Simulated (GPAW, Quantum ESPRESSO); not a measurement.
Consider K (Im-3m).

```cif
data_structure
_symmetry_space_group_name_H-M 'P 1'
_symmetry_Int_Tables_number 1
_cell_length_a 4.5250
_cell_length_b 4.5250
_cell_length_c 4.5250
_cell_angle_alpha 109.471
_cell_angle_beta 109.471
_cell_angle_gamma 109.471
_cell_volume 71.32
loop_
_atom_site_label
_atom_site_type_symbol
_atom_site_fract_x
_atom_site_fract_y
_atom_site_fract_z
_atom_site_occupancy
K1 K 0.00000 0.00000 0.00000 1
```

Absorber: atom 1, with 8 K at 4.52 Å and 6 K at 5.22 Å (cube and octahedron, as in bcc, site symmetry m-3m). Method: Quantum ESPRESSO XSpectra, LDA, excited-electron core hole (neutral cell), 4-atom cell with 7.4 Å between holes, 6×6×6 k points, dipole transitions, Lorentzian half width 0.37 eV up to 4 eV, rising linearly to 2.5 eV at 25 eV.

The database entry behind the starting cell lists a temperature near 5 K, so it need not match the best structure at ambient conditions.

What does the K K edge look like?

Main maxima up to 30 eV above the zero (height): 0.9 eV (1.40), 3.6 eV (1.18), 6.7 eV (1.80) and 17.5 eV (1.05). A K edge sees empty p states on the absorber. The total-energy difference is 3613.12 eV. One term is added: -19.73 eV, since the hole is spin-paired here and a spin-polarised one costs that much less in the free atom (computed apart). The photon energy is then 3593.39 eV. The tabulated edge of the element is 3608.4 eV. The functional leaves an error in such absolute values: in the free atom LDA prices this hole 11.1 eV below PBE (computed apart), and PBE is itself good to a few eV.

The K K spectrum (energy from the energy zero of the input (xe0, at the border of filled and empty states); intensity scaled to a mean of 1 over the first 20 eV; the points at xe0, where the cut of filled states can leave a spike, are interpolated):

| E (eV) | intensity |
| --- | --- |
| -2.0 | 0.06 |
| -1.5 | 0.08 |
| -1.0 | 0.12 |
| -0.5 | 0.20 |
| 0.0 | 0.51 |
| 0.5 | 0.97 |
| 1.0 | 1.38 |
| 1.5 | 0.68 |
| 2.0 | 0.49 |
| 2.5 | 0.55 |
| 3.0 | 0.86 |
| 3.5 | 1.17 |
| 4.0 | 1.02 |
| 4.5 | 1.00 |
| 5.0 | 0.91 |
| 5.5 | 0.94 |
| 6.0 | 1.27 |
| 6.5 | 1.75 |
| 7.0 | 1.66 |
| 7.5 | 1.31 |
| 8.0 | 1.05 |
| 8.5 | 0.92 |
| 9.0 | 0.88 |
| 9.5 | 0.85 |
| 10.0 | 0.85 |
| 10.5 | 0.88 |
| 11.0 | 0.91 |
| 11.5 | 0.95 |
| 12.0 | 0.97 |
| 12.5 | 0.98 |
| 13.0 | 0.98 |
| 13.5 | 0.98 |
| 14.0 | 0.98 |
| 14.5 | 0.99 |
| 15.0 | 0.99 |
| 15.5 | 0.99 |
| 16.0 | 1.01 |
| 16.5 | 1.03 |
| 17.0 | 1.05 |
| 17.5 | 1.05 |
| 18.0 | 1.04 |
| 18.5 | 1.02 |
| 19.0 | 1.00 |
| 19.5 | 0.97 |
| 20.0 | 0.94 |
| 20.5 | 0.93 |
| 21.0 | 0.92 |
| 21.5 | 0.92 |
| 22.0 | 0.92 |
| 22.5 | 0.92 |
| 23.0 | 0.92 |
| 23.5 | 0.92 |
| 24.0 | 0.92 |
| 24.5 | 0.92 |
| 25.0 | 0.91 |
| 25.5 | 0.91 |
| 26.0 | 0.90 |
| 26.5 | 0.90 |
| 27.0 | 0.89 |
| 27.5 | 0.88 |
| 28.0 | 0.87 |
| 28.5 | 0.87 |
| 29.0 | 0.87 |
| 29.5 | 0.88 |
| 30.0 | 0.90 |
| 30.5 | 0.92 |
| 31.0 | 0.93 |
| 31.5 | 0.94 |
| 32.0 | 0.95 |

The structure is a published determination, not relaxed.

[Banner, clock and machine lines of the logs are left out without a mark of their own.]

[Logs are printed without paths, hosts, clocks, repeated set-up lines and the standing remarks that a program may print on its own settings, such as how far it seeks lower states.]

[Hosts, paths, dates, database ids (printed as entryN), source tags and the programs' standing remarks are cut or masked in the printed files.]

[Lists of maxima count a maximum above −3 eV only where it reaches 4 % of the highest in the window and stands out from its surroundings by 2 % of it (1.5 % where it reaches 55 %); shoulders and weaker maxima are passed over, and of the rest the first, up to two pre-edge ones and the few strongest are named.]
